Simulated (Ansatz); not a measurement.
## In2S (model cell, started as cuprite): a soft mode frozen in

Which phase does In2S (model cell, started as cuprite) fall into along its unstable mode, and how much energy does it gain?

Method: DFT PBEsol, scalar-relativistic, plane waves, PAW, in Ansatz 0.2.0.

Report form: the programs' logs are mostly left out.

The structure was built from a prototype and need not be the compound's stable phase.

### 1. The structure

Symmetry: Pn-3m, No. 224, cubic system. Conventional cell: a = 6.290 Å, b = 6.290 Å, c = 6.290 Å, α = 90.00°, β = 90.00°, γ = 90.00°. Nearest to S lie 4 In at 2.72 Å. Nearest to In lie 2 S at 2.72 Å. Farther neighbours and most contacts between anions are not listed.

### 2. Response at finite wavevector

The cell comes from relaxations at this level that are not shown. Stability and thermal properties need the whole zone. Linear response on a 2×2×2 q mesh gives force constants as far as a supercell of that size would.

Input file input.yaml:

```yaml
crystal:
  lattice:
    - [6.2898146533, 0.0, 0.0]
    - [0.0, 6.2898146533, 0.0]
    - [0.0, 0.0, 6.2898146533]
  atoms:
    - { symbol: S, position: [0.0, 0.0, 0.0] }
    - { symbol: S, position: [0.5, 0.5, 0.5] }
    - { symbol: In, position: [0.25, 0.25, 0.25] }
    - { symbol: In, position: [0.75, 0.75, 0.25] }
    - { symbol: In, position: [0.75, 0.25, 0.75] }
    - { symbol: In, position: [0.25, 0.75, 0.75] }
kpoints:
  mp_grid: { grid: [6, 6, 6] }
hamiltonian:
  xc: pbesol
scf:
  occupations: { method: methfessel_paxton, width: 0.2 }
output:
  eigenvalues: true
phonons:
  method: dfpt
  qmesh: [2, 2, 2]
  temperatures: { t_max: 1000, t_step: 50 }
  qpath:
    path:
      - [[0.0, 0.0, 0.0], [0.0, 0.5, 0.0], [0.5, 0.5, 0.0], [0.0, 0.0, 0.0], [0.5, 0.5, 0.5], [0.0, 0.5, 0.0]]
      - [[0.5, 0.5, 0.5], [0.5, 0.5, 0.0]]
    npoints: 10
```

Run with:

```sh
$ ansatz run input.yaml --threads 8 --pin off --max-ram 14336MiB --backend cpu --events-out ev --progress --plain --runs-dir out
```

Wall time 2.6 min (8 threads of Arm Neoverse V2, shared host); peak memory 3.1 GiB; 20 min of CPU time.

Numbers from this step:

```yaml
volume_per_atom: 41.47 Å³
gap_on_the_k_mesh: 0 eV
sum_rule_residual_before_enforcement: 3.61e-5 eV/Å²
lowest_frequency_on_the_path: -235.2 cm⁻¹
point_group: m-3m
highest_frequency_on_the_path_or_at_a_solved_wavevector: 136.7 cm⁻¹
highest_optical_mode_at_the_zone_centre_no_lo_to_term: 128.0 cm⁻¹
lowest_optical_zone_centre_mode: -220.1 cm⁻¹
lowest_mode_on_the_q_mesh_acoustic_modes_at_gamma_apart: -228.9 cm⁻¹
```

Frequencies (cm⁻¹) solved at each irreducible wavevector; negative means imaginary. Frequencies by wavevector, by row:

```csv
q in reciprocal lattice units,star,mode 1,mode 2,mode 3,mode 4,mode 16,mode 17,mode 18
0 0 0,1,-220.1,-220.1,-220.1,-189.9,47.9,47.9,128
0 0 -0.5,3,-228.9,-228.9,-182.5,-182.5,53.7,88.6,88.6
0 -0.5 -0.5,3,-225.8,-225.8,-187.4,-187.4,50.4,92.6,92.6
-0.5 -0.5 -0.5,1,-215.7,-215.7,-215.7,-157.6,57.5,57.5,136.7
```

Interpolated from a 2×2×2 q mesh. Phonon branches along the path, in cm⁻¹:

```csv
point,branch 1,branch 2,branch 3,branch 4,branch 15,branch 16,branch 17,branch 18
Γ,-220,-220,-220,-190,48,48,48,128
halfway,-230,-230,-205,-183,49,49,56,117
X,-229,-229,-182,-182,54,54,89,89
halfway,-229,-229,-183,-183,51,51,92,92
M,-226,-226,-187,-187,50,50,93,93
halfway,-235,-217,-214,-150,46,51,68,110
Γ,-220,-220,-220,-190,48,48,48,128
halfway,-226,-220,-220,-138,47,47,72,112
R,-216,-216,-216,-158,58,58,58,137
halfway,-227,-224,-203,-161,51,53,70,115
X,-229,-229,-182,-182,54,54,89,89
jump to R,-216,-216,-216,-158,58,58,58,137
halfway,-222,-222,-209,-164,54,54,57,124
M,-226,-226,-187,-187,50,50,93,93
```

Symmetry leaves 4 wavevectors to solve. The lowest mode among them, the acoustic zeros apart, lies at q = (0, 0, -0.5) and is imaginary, 228.9i cm⁻¹, so the energy falls along it. Between them the interpolated path dips to 235i cm⁻¹.

### 3. The mode frozen in, largest atomic shift 0 Å

The mode followed lies at q = (0, -0.5, -0.5) with frequency 225.8i cm⁻¹ and is 2-fold degenerate, one of the unstable modes though not the softest. At small amplitude the distorted cell has space group no. 93 by a symmetry search on the positions. The undistorted cell that holds it gives the zero of energy on the same k mesh.

System of this step: In2S (model cell, started as cuprite). The structure is cubic, space group Pn-3m (No. 224). Conventional cell: a = 6.290 Å, b = 6.290 Å, c = 6.290 Å, α = 90.00°, β = 90.00°, γ = 90.00°. Nearest to S lie 4 In at 2.72 Å. Nearest to In lie 2 S at 2.72 Å. Farther neighbours and most contacts between anions are not listed.

Input file input.yaml:

```yaml
crystal:
  lattice:
    - [-6.2898146533, 0.0, 0.0]
    - [0.0, -6.2898146533, -6.2898146533]
    - [0.0, -6.2898146533, 6.2898146533]
  atoms:
    - { symbol: S, position: [0.0, 0.0, 0.0] }
    - { symbol: S, position: [0.0, 0.5, 0.5] }
    - { symbol: S, position: [0.5, 0.0, 0.5] }
    - { symbol: S, position: [0.5, 0.5, 0.0] }
    - { symbol: In, position: [0.75, 0.25, 0.5] }
    - { symbol: In, position: [0.75, 0.75, 0.0] }
    - { symbol: In, position: [0.25, 1.0, 0.25] }
    - { symbol: In, position: [0.25, 0.5, 0.75] }
    - { symbol: In, position: [0.25, 1.0, 0.75] }
    - { symbol: In, position: [0.25, 0.5, 0.25] }
    - { symbol: In, position: [0.75, 0.75, 0.5] }
    - { symbol: In, position: [0.75, 0.25, 0.0] }
kpoints:
  mp_grid: { grid: [6, 4, 4] }
hamiltonian:
  xc: pbesol
scf:
  occupations: { method: methfessel_paxton, width: 0.2 }
output:
  forces: true
  stress: true
  eigenvalues: true
```

It took 7.3 s on 8 threads; peak memory 2.2 GiB.

This step gave:

| Property | Result |
| --- | --- |
| pressure | 0.03335 GPa |
| energy from the undistorted cell | 0 meV/atom |

The run ends at a pressure of 0.03 GPa.

### 4. The mode frozen in, largest atomic shift 0.6 Å

The atoms are moved along the unstable eigenvector, the largest shift by 0.6 Å, with the cell fixed.

Input file input.yaml:

```yaml
crystal:
  lattice:
    - [-6.2898146533, 0.0, 0.0]
    - [0.0, -6.2898146533, -6.2898146533]
    - [0.0, -6.2898146533, 6.2898146533]
  atoms:
    - { symbol: S, position: [0.0, 0.047696159, 0.047696159] }
    - { symbol: S, position: [0.0, 0.452303841, 0.452303841] }
    - { symbol: S, position: [0.5, 0.047696159, 0.452303841] }
    - { symbol: S, position: [0.5, 0.452303841, 0.047696159] }
    - { symbol: In, position: [0.75, 0.25, 0.5082589969] }
    - { symbol: In, position: [0.75, 0.75, -0.0082589969] }
    - { symbol: In, position: [0.25, 0.9917410031, 0.25] }
    - { symbol: In, position: [0.25, 0.5082589969, 0.75] }
    - { symbol: In, position: [0.25, 0.9917410031, 0.75] }
    - { symbol: In, position: [0.25, 0.5082589969, 0.25] }
    - { symbol: In, position: [0.75, 0.75, 0.5082589969] }
    - { symbol: In, position: [0.75, 0.25, -0.0082589969] }
kpoints:
  mp_grid: { grid: [6, 4, 4] }
hamiltonian:
  xc: pbesol
scf:
  occupations: { method: methfessel_paxton, width: 0.2 }
output:
  forces: true
  stress: true
  eigenvalues: true
```

Elapsed: 12 s, on 8 threads; peak memory 1.9 GiB; 87 s of CPU time.

Numbers from this step:

```
pressure                         : -0.8895 GPa
energy from the undistorted cell : -105.8 meV/atom
```

The energy, extrapolated to zero smearing, is -105.84 meV/atom against the undistorted cell.

The run ends at a pressure of -0.89 GPa, with forces up to 1.1 eV/Å.

### 5. Energy along the mode, all amplitudes (two of the runs are shown above)

An imaginary frequency means negative curvature, so the energy should fall and then rise again as anharmonic terms take over.

This step gave:

```yaml
depth_at_the_lowest_point_sampled: 105.8 meV/atom
largest_atomic_shift_at_that_point: 0.6 Å
```

The energy from the parent by largest atomic shift:

```csv
largest atomic shift (Å),energy from the parent (meV/atom)
0.000,0
0.040,-1.33
0.080,-4.35
0.140,-11.8
0.220,-26.7
0.320,-50.9
0.450,-82.4
0.600,-106
```

Displacement at unit largest shift by atom:

```csv
atom,x (Å),y (Å),z (Å),size
S1,0.00,-1.00,0.00,1.00
S2,0.00,1.00,0.00,1.00
S3,0.00,0.00,-1.00,1.00
S4,0.00,0.00,1.00,1.00
In5,0.00,-0.09,0.09,0.12
In6,0.00,0.09,-0.09,0.12
In7,0.00,0.09,0.09,0.12
In8,0.00,-0.09,-0.09,0.12
In9,0.00,0.09,0.09,0.12
In10,0.00,-0.09,-0.09,0.12
In11,0.00,-0.09,0.09,0.12
In12,0.00,0.09,-0.09,0.12
```

The lowest of the steps tried is the last one, at 0.6 Å, 106 meV/atom below the parent; the bottom of the well need not coincide with a step.

### 6. Relaxation from the frozen mode

Starting from the lowest point found, all atoms and the cell are let go, so that strain and other modes of the same symmetry can join in.

Edit input.yaml of step 4 so:

```diff
@@ -28 +28,6 @@
   eigenvalues: true
+relax:
+  adjacent_minimum: "off"
+  f_tol: 0.002
+  max_steps: 120
+  cell: { stress_tol: 0.03 }
```

The job ended after 4.8 min (8 threads; peak memory 2.1 GiB).

The steps of the relaxation:

```csv
step,energy less that of the first step (eV),largest force component (eV/Å),pressure (GPa),volume (Å³)
1,0.0000,0.7775,-0.89,497.67
2,-0.9689,0.7409,-1.34,483.56
3,-1.8775,0.5607,-1.87,466.11
4,-2.6342,0.1025,-2.06,439.06
5,-2.8479,1.3270,-0.57,393.38
6,-3.3426,0.1182,-0.39,392.43
7,-3.5936,0.0662,0.04,382.85
8,-3.8558,0.0407,-0.16,377.74
9,-4.1314,0.1199,-0.36,369.15
10,-4.4115,0.1242,-0.22,356.24
11,-4.7088,0.1229,-0.07,342.93
12,-5.1287,0.1388,-0.06,329.88
13,-5.1914,0.1884,0.07,315.39
14,-5.2428,0.1135,-0.49,326.76
15,-5.2619,0.0225,-0.06,321.97
16,-5.2619,0.0206,0.11,320.99
17,-5.2623,0.0033,-0.01,321.51
18,-5.2623,0.0009,0.00,321.46
19*,-5.2588,0.0010,-0.01,321.46
```

Relaxation steps marked * repeat the geometry before them on a plane-wave basis chosen anew for their cell, so energy and pressure can jump there. Relaxation step 16 was tried and not accepted.

The run keeps the 8 symmetry operations that it works with, so distortions that break them were not tested.

```csv
cell as run,before,after,change
a (Å),6.290,3.642,-42.1 %
b (Å),8.895,9.395,+5.6 %
c (Å),8.895,9.395,+5.6 %
volume (Å³/atom),41.47,26.79,-35.4 %
```

The atoms that moved most (Å, as changes of fractional coordinates times the final cell):

```csv
atom,dx,dy,dz,length
In5,0.000,-0.541,0.541,0.765
In10,0.000,-0.541,-0.541,0.765
In12,0.000,0.541,-0.541,0.765
In7,0.000,0.541,0.541,0.765
In9,0.000,0.227,0.227,0.320
In11,0.000,-0.227,0.227,0.320
In8,0.000,-0.227,-0.227,0.320
In6,0.000,0.227,-0.227,0.320
```

The relaxed structure:

```xyz
12
Lattice="-3.6420 0.0000 0.0000 0.0000 -6.6432 -6.6432 0.0000 -6.6432 6.6432" Properties=species:S:1:pos:R:3 pbc="T T T"
S     0.0000   -0.4719    0.0000
S     0.0000   -6.1713    0.0000
S    -1.8210   -3.3216    2.8497
S    -1.8210   -3.3216   -2.8497
In   -2.7315   -5.5782    2.2566
In   -2.7315   -4.7010   -5.2638
In   -0.9105   -7.7081   -4.3865
In   -0.9105   -8.5854    1.3794
In   -0.9105  -11.3441   -1.3794
In   -0.9105   -5.5782   -2.2566
In   -2.7315   -8.5854   -1.3794
In   -2.7315   -1.0650   -2.2566
```

Numbers from this step:

- pressure: -0.01230 GPa
- volume per atom: 26.79 Å³

The distorted start has space group P4_222; the relaxation ends in P4_222.

### 7. What came out

```
unstable mode of the parent                                                      : q = (0, -0.5, -0.5), 226i cm⁻¹
depth at the lowest point sampled                                                : 106 meV/atom
largest atomic shift at that point                                               : 0.6 Å
space group reached (within 0.01 Å)                                              : P4_222
energy gained over the parent (first relaxation, on the mesh of the frozen mode) : 544 meV/atom
volume per atom, phase reached                                                   : 26.8 Å³
```

**Reading.** Along this mode the structure falls into P4_222, 544 meV/atom below the parent. At the parent's cell the well is 105.8 meV/atom deep on the steps tried, with its lowest point at a shift of 0.6 Å. That is the last step tried, so the steps alone don't bracket the bottom of the well. Relaxing atoms and cell changes the gain by +438.54 meV/atom against the lowest step (energies at zero smearing). Most of the total comes from this relaxation. The modes of the phase reached were not computed on this path. Of the 5 patterns followed to their end from this parent, this one ends 142 meV/atom above the lowest, Pmma. Each path keeps the symmetry of its pattern, so a lower phase may lie along a pattern not tried. With no gap, or one that is small against the smearing, the frequencies hang on the k mesh and the smearing, most of all near Kohn anomalies. The volume moved by more than a tenth on the k mesh of the start, so the energy gain is rough. The starting cell was built on a prototype and not taken from a measurement, so the phase need not exist.

[Logs are printed without paths, hosts, clocks, repeated set-up lines and the standing remarks that a program may print on its own settings, such as how far it seeks lower states.]

[Hosts, paths, dates, database ids (printed as entryN), source tags and the programs' standing remarks are cut or masked in the printed files.]
